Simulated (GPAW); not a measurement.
# As K ELNES/XANES of zinc-blende (GaAs)₁₋ₓ(InAs)ₓ at x = 0 from DFT, part 2 of 2

Aim: the As K edge in zinc-blende (GaAs)₁₋ₓ(InAs)ₓ at x = 0, one member of a composition series.

GPAW 26.7.0; X-ray absorption from dipole matrix elements to empty bands, plane-wave PAW LDA.

So far. Step 2 (The field without a hole): The mesh shows a gap of 0.37 eV. The excited electron is kept all the same, so that all members of the series, with or without a gap, are treated alike.

### Step 4. Spectrum with XCH, As atom 2

The holes are 8.0 Å apart. In GPAW the data set carries the hole's charge, so charge=0 means a charged cell and charge=-1 a neutral one. The excited electron is kept in the cell, where it fills the lowest empty states and screens the hole. After the field has converged, empty bands are computed with the density fixed and the dipole matrix elements are summed.

The absorber has 4 Ga at 2.45 Å (tetrahedral).

Input file xas.py:

```python
import numpy as np
from ase import Atoms
from ase.parallel import parprint, paropen
from gpaw import GPAW, PW, FermiDirac, Mixer, MixerDif, setup_paths
from gpaw.test import gen
setup_paths.insert(0, '.')
gen('As', name='fch1s', xcname='LDA', corehole=(1, 0, 1), write_xml=True)
from gpaw.mpi import world
world.barrier()

atoms = Atoms('GaAsGaAsGaAsGaAsGaAsGaAsGaAsGaAs',
    cell=[[0, 5.653, 5.653],
     [5.653, 0, 5.653],
     [5.653, 5.653, 0]],
    scaled_positions=[[0, 0, 0],
     [0.125, 0.125, 0.125],
     [0, 0, 0.5],
     [0.125, 0.125, 0.625],
     [0, 0.5, 0],
     [0.125, 0.625, 0.125],
     [0, 0.5, 0.5],
     [0.125, 0.625, 0.625],
     [0.5, 0, 0],
     [0.625, 0.125, 0.125],
     [0.5, 0, 0.5],
     [0.625, 0.125, 0.625],
     [0.5, 0.5, 0],
     [0.625, 0.625, 0.125],
     [0.5, 0.5, 0.5],
     [0.625, 0.625, 0.625]],
    pbc=True)
atoms.calc = calc = GPAW(legacy_gpaw=True, mode=PW(400, force_complex_dtype=True), xc='LDA', setups={1: 'fch1s'},
    kpts={'size': (3, 3, 3), 'gamma': True}, occupations=FermiDirac(0.04),
    charge=-1, mixer=Mixer(0.1, 5, 50), maxiter=150,
    convergence={'density': 0.0001, 'eigenstates': 1e-6}, txt='scf.txt')
energy = atoms.get_potential_energy() + calc.get_reference_energy()
ef = calc.get_fermi_level()
out = dict(energy=energy, fermi=ef, forces=atoms.get_forces().tolist())
parprint(f'all-electron energy {energy:.4f} eV, Fermi level {ef:.4f} eV')
ev = np.array([[calc.get_eigenvalues(k, s) for k in range(len(calc.get_ibz_k_points()))] for s in range(calc.get_number_of_spins())])
out['homo'], out['lumo'], out['counts'] = ev[ev < ef].max(), ev[ev > ef].min(), sorted(set((ev < ef).sum((0, 2)).tolist()))
out['filled'] = (ev[:, 0] < ef).sum(1).tolist()

from ase.units import Ha
from gpaw.xas import dipole_matrix_elements
nb = int(calc.get_number_of_electrons() / 2) + 185
top, nb = nb, nb + 8 + nb // 12
nscf = calc.fixed_density(kpts={'size': (4, 4, 4), 'gamma': True}, nbands=nb,
    convergence={'bands': top, 'eigenstates': 5e-3}, maxiter=60, txt='nscf.txt')
cell = atoms.cell.array
ops = [cell.T @ U.T @ np.linalg.inv(cell.T) for U in nscf.wfs.kd.symmetry.op_scc]
filled = [32]  # bands filled in the ground state, by spin
E = np.arange(-6, 30, 0.1)
fwhm = np.interp(E, [4, 25], [2.14, 3.5])
Y, X, zero, highest = 0, 0, 1e9, 1e9
for spin in range(nscf.get_number_of_spins()):
    wfs = nscf.wfs
    mine = wfs.bd.get_slice()  # this rank's bands
    A = dipole_matrix_elements(wfs.setups[1])
    eps = np.zeros((wfs.kd.nibzkpts, nb))
    d = np.zeros((3, A.shape[1], wfs.kd.nibzkpts, nb), complex)
    for kpt in wfs.kpt_u:
        if kpt.s == spin and 1 in kpt.P_ani:
            eps[kpt.k, mine] = kpt.eps_n * Ha
            d[:, :, kpt.k, mine] = (kpt.weight * wfs.nspins / 2) ** 0.5 * np.inner(A, kpt.P_ani[1])
    world.sum(eps)
    world.sum(d)
    T = np.einsum('amkn,bmkn->abkn', d, d.conj()).real
    T = sum(np.einsum('ai,ijkn,bj->abkn', R, T, R) for R in ops) / len(ops)
    empty = np.ones_like(eps, bool) & (np.arange(nb) >= filled[spin])
    zero, highest = min(zero, eps[empty].min()), min(highest, eps[:, top - 1].min())
    lines = [(eps, T, empty)] if spin == 0 else lines + [(eps, T, empty)]
for eps, T, empty in lines:
    f = np.einsum('aakn->akn', T).reshape(3, -1)
    x = eps.ravel() - zero
    w = np.interp(x, E, fwhm) / 2.35482
    g = np.exp(-0.5 * ((E[:, None] - x) / w) ** 2) / (w * (2 * np.pi) ** 0.5)
    Y = Y + (f * empty.ravel()) @ g.T
    X = X + (f * ~empty.ravel()) @ g.T
out.update(E=E.round(2).tolist(), xas=Y.tolist(), xes=X.tolist(), zero=zero, valid=highest - zero, nk=len(eps), nb=nb)
for i in range(0, len(E), 10):
    parprint(f'{E[i]:7.2f}', *(f'{v:10.3e}' for v in Y[:, i]))
import json
with paropen('out.json', 'w') as f:
    json.dump(out, f)
```

Run with:

```bash
> OMP_NUM_THREADS=1 mpirun -n 4 gpaw python xas.py
```

Numbers of over 12 decimals in the logs are rounded to 6 here.

The program printed:

```text
Input parameters:
  charge: -1
  convergence: {density: 0.0001,
                eigenstates: 1e-06}
  kpts: {gamma: True,
         size: (3, 3, 3)}
  maxiter: 150
  mixer: {backend: pulay,
          beta: 0.1,
          method: separate,
          nmaxold: 5,
          weight: 50}
  mode: {ecut: 400.0,
         force_complex_dtype: True,
         name: pw}
  occupations: {fixmagmom: False,
                name: fermi-dirac,
                width: 0.04}
  setups: {1: fch1s}

Initialize ...

[... PAW data sets ...]

Reference energy: -901933.484681  # eV

Spin-paired calculation

[... convergence settings ...]
Symmetries present (total): 6
  [... symmetry matrices ...]

27 k-points: 3 x 3 x 3 Monkhorst-Pack grid
6 k-points in the irreducible part of the Brillouin zone
       k-points in crystal coordinates                weights
   0:     0.00000000    0.00000000    0.00000000          1/27
   1:     0.33333333    0.00000000   -0.33333333          6/27
   2:     0.33333333    0.00000000    0.00000000          6/27
   3:     0.33333333    0.33333333   -0.33333333          6/27
   4:     0.33333333    0.33333333    0.00000000          6/27
   5:     0.33333333    0.33333333    0.33333333          2/27

Wave functions: Plane wave expansion
  Cutoff energy: 400.000 eV
  Number of coefficients (min, max): 6534, 6605
  Pulay-stress correction: 0.000000 eV/Ang^3 (de/decut=0.000000)
  Using FFTW library
  Wavefunction extrapolation:
    Improved wavefunction reuse through dual PAW basis

Occupation numbers: Fermi-Dirac:
  width: 0.0400  # eV

Eigensolver
   Davidson(niter=2)

Densities:
  Coarse grid: 40*40*40 grid
  Fine grid: 80*80*80 grid
  Total Charge: 0.000000

Density mixing:
  Method: separate
  Backend: pulay
  Linear mixing parameter: 0.1
  old densities: 5
  Width of damping distribution: 1.1
  Damping of long wavelength oscillations: 50

[... Hamiltonian set-up ...]
Number of atoms: 16
Number of atomic orbitals: 64
Number of bands in calculation: 43
Number of valence electrons: 65
Bands to converge: occupied

... initialized

Initializing position-dependent things.

Density initialized from atomic densities
Creating initial wave functions:
  43 bands from LCAO basis set

                             As

                    As   Ga
                      As
                Ga
             As            As
                  Ga
                  As
         Ga            Ga
                    As
              Ga
           As   Ga

       Ga

Atomic positions and initial magnetic moments

Positions:
   0 Ga     0.000000    0.000000    0.000000    ( 0.0000,  0.0000,  0.0000)
   1 As     1.413250    1.413250    1.413250    ( 0.0000,  0.0000,  0.0000)
   2 Ga     2.826500    2.826500    0.000000    ( 0.0000,  0.0000,  0.0000)
   3 As     4.239750    4.239750    1.413250    ( 0.0000,  0.0000,  0.0000)
   4 Ga     2.826500    0.000000    2.826500    ( 0.0000,  0.0000,  0.0000)
   5 As     4.239750    1.413250    4.239750    ( 0.0000,  0.0000,  0.0000)
   6 Ga     5.653000    2.826500    2.826500    ( 0.0000,  0.0000,  0.0000)
[...]
13 As     4.239750    4.239750    7.066250    ( 0.0000,  0.0000,  0.0000)
  14 Ga     5.653000    5.653000    5.653000    ( 0.0000,  0.0000,  0.0000)
  15 As     7.066250    7.066250    7.066250    ( 0.0000,  0.0000,  0.0000)

Unit cell:
           periodic     x           y           z      points  spacing
  1. axis:    yes    0.000000    5.653000    5.653000    40     0.1632
  2. axis:    yes    5.653000    0.000000    5.653000    40     0.1632
  3. axis:    yes    5.653000    5.653000    0.000000    40     0.1632

  Lengths:   7.994549   7.994549   7.994549
  Angles:   60.000000  60.000000  60.000000

Effective grid spacing dv^(1/3) = 0.1781

iter:   1   -89.601705
iter:   2   -88.125970   -2.15  -0.85
iter:   3   -86.441425   -1.45  -0.91
iter:   4   -86.379223   -2.36  -1.17
iter:   5   -86.267434   -2.64  -1.33
iter:   6   -86.301965   -2.59  -1.90
iter:   7   -86.240994   -2.91  -2.05
iter:   8   -86.241450   -4.23  -2.60
iter:   9   -86.239591c  -4.57  -2.61
iter:  10   -86.239546c  -5.22  -3.08
iter:  11   -86.239485c  -6.05c -3.24
iter:  12   -86.239485c  -6.33c -3.49
iter:  13   -86.239480c  -7.56c -3.64
iter:  14   -86.239479c  -6.76c -3.70
iter:  15   -86.239483c  -6.98c -4.05c

Converged after 15 iterations.

Dipole moment: (-28.097117, -28.097117, -28.097117) |e|*Ang

Energy contributions relative to reference atoms: (reference = -901933.484681)

Kinetic:       +241.534118
Potential:     -219.449397
External:        +0.000000
XC:            -108.442220
Entropy (-ST):   -0.006123
Local:           +0.121078
SIC:             +0.000000
--------------------------
Free energy:    -86.242544
Extrapolated:   -86.239483

Showing only first 2 kpts
 Kpt  Band  Eigenvalues  Occupancy
  0    30      4.54848    2.00000
  0    31      4.54848    2.00000
  0    32      4.54848    2.00000
  0    33      5.37363    1.99997

  1    30      3.11360    2.00000
  1    31      4.03219    2.00000
  1    32      6.35837    0.00000
[...]
Fermi level: 5.82059

No gap
No difference between direct/indirect transitions

Forces in eV/Ang:
  0 Ga   -0.49457   -0.49457   -0.49457
  1 As   -0.00000   -0.00000   -0.00000
  2 Ga    0.49457    0.49457   -0.49457
  3 As   -0.00000   -0.00000    0.14264
  4 Ga    0.49457   -0.49457    0.49457
  5 As   -0.00000    0.14264   -0.00000
  6 Ga    0.03549   -0.03549   -0.03549
[...]
13 As   -0.00000   -0.00000   -0.14264
 14 Ga    0.03549    0.03549    0.03549
 15 As   -0.00000   -0.00000   -0.00000
Scalar-relativistic atomic LDA calculation for As (Arsenic, Z=33)
Core hole in 1s state (1s occupation: 1.0)
600 radial gridpoints.
|------------------------------------------------|
|------------------------------------------------|
[... the atom generator's iteration count ...]

Energy contributions:
-------------------------
Kinetic:    +1848.221203
XC:           -71.222916
Potential:  -3597.180510
-------------------------
Total:      -1820.182222

state      eigenvalue         ekin         rmax
-----------------------------------------------
1s^1.0 :  -444.459913   558.285946        0.030
2s^2.0 :   -58.180552   111.436223        0.167
2p^6.0 :   -52.176827   110.075392        0.132
3s^2.0 :    -8.028461    26.279806        0.509
3p^6.0 :    -5.986494    24.168502        0.501
3d^10.0:    -2.371475    19.328099        0.450
4s^2.0 :    -0.979366     3.858684        1.503
4p^3.0 :    -0.574271     2.680492        1.743
-----------------------------------------------
(units: Bohr and Hartree)

Generating PAW setup
Kinetic energy of the core from tauc = 1852.031774
Cutoffs:
rc(s)=2.000
rc(p)=2.000
rc(d)=2.000
rc(vbar)=1.800
rc(comp)=2.000
rc(nct)=2.000

Kinetic energy of the core states: 1832.462358
Charge: 1.0
Core electrons: 27.0
Valence electrons: 5.0
Pseudo-core charge: 0.757500
Shape function alpha=2.500
Pseudo-electron charge 6.380557
state    eigenvalue         norm
--------------------------------
4s(2) :    -0.979366     1.263349
*s    :     0.020634
4p(3) :    -0.574271     1.032119
*p    :     0.425729
*d    :     0.000000
--------------------------------

Diagonalizing with gridspacing h=0.050

state   all-electron     PAW
-------------------------------
4s:      -0.979366    -0.979786
4p:      -0.574271    -0.574667
*d:                   -0.129500
*f:                   -0.019130
-------------------------------
all-electron energy -902019.7242 eV, Fermi level 5.8206 eV
[...]
27.00  1.066e-07  1.066e-07  1.066e-07
  28.00  8.432e-08  8.432e-08  8.432e-08
  29.00  6.424e-08  6.424e-08  6.424e-08
```

Elapsed: 69 s, on 4 MPI ranks of Intel Xeon 6975P-C (Granite Rapids), shared host; peak memory 0.49 GiB; 4.6 min of CPU time.

The As K spectrum, As atom 2, excited-electron core hole (neutral cell) (energy from the bottom of the conduction band, which holds the excited electron; intensity scaled to a mean of 1 over the first 20 eV):

| E (eV) | intensity |
| --- | --- |
| -2.00 | 0.00 |
| -1.25 | 0.01 |
| -0.50 | 0.07 |
| 0.25 | 0.28 |
| 1.00 | 0.69 |
| 1.75 | 1.10 |
| 2.50 | 1.23 |
| 3.25 | 1.26 |
| 4.00 | 1.42 |
| 4.75 | 1.53 |
| 5.50 | 1.39 |
| 6.25 | 1.26 |
| 7.00 | 1.29 |
| 7.75 | 1.31 |
| 8.50 | 1.24 |
| 9.25 | 1.14 |
| 10.00 | 1.01 |
| 10.75 | 0.87 |
| 11.50 | 0.80 |
| 12.25 | 0.80 |
| 13.00 | 0.83 |
| 13.75 | 0.82 |
| 14.50 | 0.78 |
| 15.25 | 0.73 |
| 16.00 | 0.71 |
| 16.75 | 0.75 |
| 17.50 | 0.83 |
| 18.25 | 0.89 |
| 19.00 | 0.90 |
| 19.75 | 0.87 |
| 20.50 | 0.86 |
| 21.25 | 0.88 |
| 22.00 | 0.89 |
| 22.75 | 0.87 |
| 23.50 | 0.87 |
| 24.25 | 0.92 |
| 25.00 | 0.99 |
| 25.75 | 1.04 |
| 26.50 | 1.00 |
| 27.25 | 0.88 |

Main maxima below 27 eV (height): 4.6 eV (1.53), 7.6 eV (1.31), 13.2 eV (0.83), 18.6 eV (0.90) and 25.8 eV (1.04). A K edge sees empty p states on the absorber.

The energy difference (zero at 11881 eV) isn't read as a photon energy: for so heavy an absorber the terms left out (the hole's spin, the functional's error) amount to tens of eV or more.

### Step 5. Cell without a hole, the energy reference

The absorbing element, whose data set is made anew, changes for the next run, so it gets a reference energy of its own.

Input file scf.py:

```python
import numpy as np
from ase import Atoms
from ase.parallel import parprint, paropen
from gpaw import GPAW, PW, FermiDirac, Mixer, MixerDif, setup_paths
from gpaw.test import gen
setup_paths.insert(0, '.')
gen('Ga', name='nch1s', xcname='LDA', corehole=(1, 0, 0), write_xml=True)
from gpaw.mpi import world
world.barrier()

atoms = Atoms('GaAsGaAsGaAsGaAsGaAsGaAsGaAsGaAs',
    cell=[[0, 5.653, 5.653],
     [5.653, 0, 5.653],
     [5.653, 5.653, 0]],
    scaled_positions=[[0, 0, 0],
     [0.125, 0.125, 0.125],
     [0, 0, 0.5],
     [0.125, 0.125, 0.625],
     [0, 0.5, 0],
     [0.125, 0.625, 0.125],
     [0, 0.5, 0.5],
     [0.125, 0.625, 0.625],
     [0.5, 0, 0],
     [0.625, 0.125, 0.125],
     [0.5, 0, 0.5],
     [0.625, 0.125, 0.625],
     [0.5, 0.5, 0],
     [0.625, 0.625, 0.125],
     [0.5, 0.5, 0.5],
     [0.625, 0.625, 0.625]],
    pbc=True)
atoms.calc = calc = GPAW(legacy_gpaw=True, mode=PW(400, force_complex_dtype=True), xc='LDA', setups={0: 'nch1s'},
    kpts={'size': (3, 3, 3), 'gamma': True}, occupations=FermiDirac(0.02),
    charge=0, mixer=Mixer(0.1, 5, 50), maxiter=150,
    convergence={'density': 0.0001, 'eigenstates': 1e-6}, txt='scf.txt')
energy = atoms.get_potential_energy() + calc.get_reference_energy()
ef = calc.get_fermi_level()
out = dict(energy=energy, fermi=ef, forces=atoms.get_forces().tolist())
parprint(f'all-electron energy {energy:.4f} eV, Fermi level {ef:.4f} eV')
ev = np.array([[calc.get_eigenvalues(k, s) for k in range(len(calc.get_ibz_k_points()))] for s in range(calc.get_number_of_spins())])
out['homo'], out['lumo'], out['counts'] = ev[ev < ef].max(), ev[ev > ef].min(), sorted(set((ev < ef).sum((0, 2)).tolist()))
out['filled'] = (ev[:, 0] < ef).sum(1).tolist()
import json
with paropen('out.json', 'w') as f:
    json.dump(out, f)
```

Run with:

```bash
> OMP_NUM_THREADS=1 mpirun -n 4 gpaw python scf.py
```

The program printed:

```text
Input parameters:
  convergence: {density: 0.0001,
                eigenstates: 1e-06}
  kpts: {gamma: True,
         size: (3, 3, 3)}
  maxiter: 150
  mixer: {backend: pulay,
          beta: 0.1,
          method: separate,
          nmaxold: 5,
          weight: 50}
  mode: {ecut: 400.0,
         force_complex_dtype: True,
         name: pw}
  occupations: {fixmagmom: False,
                name: fermi-dirac,
[...]
4s(2) :    -0.336865     1.140380
*s    :     0.663135
4p(1) :    -0.100461     1.012264
*p    :     0.899539
*d    :     0.000000
--------------------------------

Diagonalizing with gridspacing h=0.050

state   all-electron     PAW
-------------------------------
4s:      -0.336865    -0.337024
4p:      -0.100461    -0.100552
*d:                    0.030615
*f:                    0.065359
-------------------------------
all-electron energy -913900.4039 eV, Fermi level 4.8147 eV
[key lines of the parts left out:]
Converged after 13 iterations.
Dipole moment: (-27.365627, -27.365627, -27.365627) |e|*Ang
Free energy:    -76.692454
Fermi level: 4.81468
```

It took 9.1 s on 4 MPI ranks; peak memory 0.3 GiB; 35 s of CPU time.

Reference energy: -913900.404 eV with the cores included.

### Step 6. Spectrum with XCH, Ga atom 1

The holes are 8.0 Å apart. The excited electron is kept in the cell, where it fills the lowest empty states and screens the hole. After the field has converged, empty bands are computed with the density fixed and the dipole matrix elements are summed.

The absorber has 4 As at 2.45 Å (tetrahedral).

xas.py, as its differences from that of step 4:

```diff
@@ -6,3 +6,3 @@
 setup_paths.insert(0, '.')
-gen('As', name='fch1s', xcname='LDA', corehole=(1, 0, 1), write_xml=True)
+gen('Ga', name='fch1s', xcname='LDA', corehole=(1, 0, 1), write_xml=True)
 from gpaw.mpi import world
@@ -31,3 +31,3 @@
     pbc=True)
-atoms.calc = calc = GPAW(legacy_gpaw=True, mode=PW(400, force_complex_dtype=True), xc='LDA', setups={1: 'fch1s'},
+atoms.calc = calc = GPAW(legacy_gpaw=True, mode=PW(400, force_complex_dtype=True), xc='LDA', setups={0: 'fch1s'},
     kpts={'size': (3, 3, 3), 'gamma': True}, occupations=FermiDirac(0.04),
@@ -53,3 +53,3 @@
 E = np.arange(-6, 30, 0.1)
-fwhm = np.interp(E, [4, 25], [2.14, 3.5])
+fwhm = np.interp(E, [4, 25], [1.82, 3.5])
 Y, X, zero, highest = 0, 0, 1e9, 1e9
@@ -58,3 +58,3 @@
     mine = wfs.bd.get_slice()  # this rank's bands
-    A = dipole_matrix_elements(wfs.setups[1])
+    A = dipole_matrix_elements(wfs.setups[0])
     eps = np.zeros((wfs.kd.nibzkpts, nb))
@@ -62,5 +62,5 @@
     for kpt in wfs.kpt_u:
-        if kpt.s == spin and 1 in kpt.P_ani:
+        if kpt.s == spin and 0 in kpt.P_ani:
             eps[kpt.k, mine] = kpt.eps_n * Ha
-            d[:, :, kpt.k, mine] = (kpt.weight * wfs.nspins / 2) ** 0.5 * np.inner(A, kpt.P_ani[1])
+            d[:, :, kpt.k, mine] = (kpt.weight * wfs.nspins / 2) ** 0.5 * np.inner(A, kpt.P_ani[0])
     world.sum(eps)
```

Run with:

```bash
> OMP_NUM_THREADS=1 mpirun -n 4 gpaw python xas.py
```

The program printed:

```text
Input parameters:
  charge: -1
  convergence: {density: 0.0001,
                eigenstates: 1e-06}
  kpts: {gamma: True,
         size: (3, 3, 3)}
  maxiter: 150
  mixer: {backend: pulay,
          beta: 0.1,
          method: separate,
          nmaxold: 5,
          weight: 50}
  mode: {ecut: 400.0,
         force_complex_dtype: True,
         name: pw}
  occupations: {fixmagmom: False,
[...]
*p    :     0.576803
*d    :     0.000000
--------------------------------

Diagonalizing with gridspacing h=0.050

state   all-electron     PAW
-------------------------------
4s:      -0.729245    -0.729478
4p:      -0.423197    -0.423398
*d:                   -0.111370
*f:                   -0.021469
-------------------------------
all-electron energy -903519.1586 eV, Fermi level 5.7264 eV
[...]
28.00  1.238e-07  1.238e-07  1.238e-07
  29.00  1.279e-07  1.279e-07  1.279e-07
[key lines of the parts left out:]
Converged after 15 iterations.
Dipole moment: (-27.570375, -27.570375, -27.570375) |e|*Ang
Free energy:    -85.012630
Fermi level: 5.72642
```

Wall time 40 s (4 MPI ranks); peak memory 0.47 GiB; 2.7 min of CPU time.

The Ga K spectrum, Ga atom 1, excited-electron core hole (neutral cell) (energy from the bottom of the conduction band, which holds the excited electron; intensity scaled to a mean of 1 over the first 20 eV):

| E (eV) | intensity |
| --- | --- |
| -2.00 | 0.00 |
| -1.25 | 0.00 |
| -0.50 | 0.04 |
| 0.25 | 0.18 |
| 1.00 | 0.49 |
| 1.75 | 0.88 |
| 2.50 | 1.21 |
| 3.25 | 1.51 |
| 4.00 | 1.82 |
| 4.75 | 1.77 |
| 5.50 | 1.40 |
| 6.25 | 1.12 |
| 7.00 | 1.04 |
| 7.75 | 0.99 |
| 8.50 | 0.91 |
| 9.25 | 0.89 |
| 10.00 | 0.96 |
| 10.75 | 1.10 |
| 11.50 | 1.24 |
| 12.25 | 1.27 |
| 13.00 | 1.14 |
| 13.75 | 0.95 |
| 14.50 | 0.78 |
| 15.25 | 0.67 |
| 16.00 | 0.63 |
| 16.75 | 0.66 |
| 17.50 | 0.73 |
| 18.25 | 0.78 |
| 19.00 | 0.79 |
| 19.75 | 0.76 |
| 20.50 | 0.73 |
| 21.25 | 0.73 |
| 22.00 | 0.73 |
| 22.75 | 0.73 |
| 23.50 | 0.71 |
| 24.25 | 0.70 |
| 25.00 | 0.70 |
| 25.75 | 0.71 |
| 26.50 | 0.73 |
| 27.25 | 0.76 |

Main maxima below 27 eV (height): 4.2 eV (1.86), 12.0 eV (1.28) and 18.6 eV (0.79). 

The energy difference (zero at 10381 eV) isn't read as a photon energy: for so heavy an absorber the terms left out (the hole's spin, the functional's error) amount to tens of eV or more.

### Step 7. Outcome

* absorber and edge: As K, atom 2 of the ground-state input (counted from 1)
* surroundings: 4 Ga at 2.45 Å (tetrahedral)
* highest intensity below 24 eV: 4.6 eV above the zero, height 1.53

In words: The As K edge of atom 2, with 4 Ga at 2.45 Å (tetrahedral), has its highest intensity of the first 24 eV at 4.6 eV above the zero, 1.5 times the mean level of the first 20 eV (Gaussian full width 2.14 eV up to 4 eV, rising linearly to 3.5 eV at 25 eV). The script folds with a Gaussian, whereas the core hole's own line is a Lorentzian, so the onset is too steep and the first peak too high. Lifetime broadening is put in by hand, and intensities beyond about 20 eV depend on it and on the partial waves.

[Banner, clock and machine lines of the logs are left out without a mark of their own.]

[Logs are printed without paths, hosts, clocks, repeated set-up lines and the standing remarks that a program may print on its own settings, such as how far it seeks lower states.]

[Hosts, paths, dates, database ids (printed as entryN), source tags and the programs' standing remarks are cut or masked in the printed files.]

[Lists of maxima count a maximum above −3 eV only where it reaches 4 % of the highest in the window and stands out from its surroundings by 2 % of it (1.5 % where it reaches 55 %); shoulders and weaker maxima are passed over, and of the rest the first, up to two pre-edge ones and the few strongest are named.]
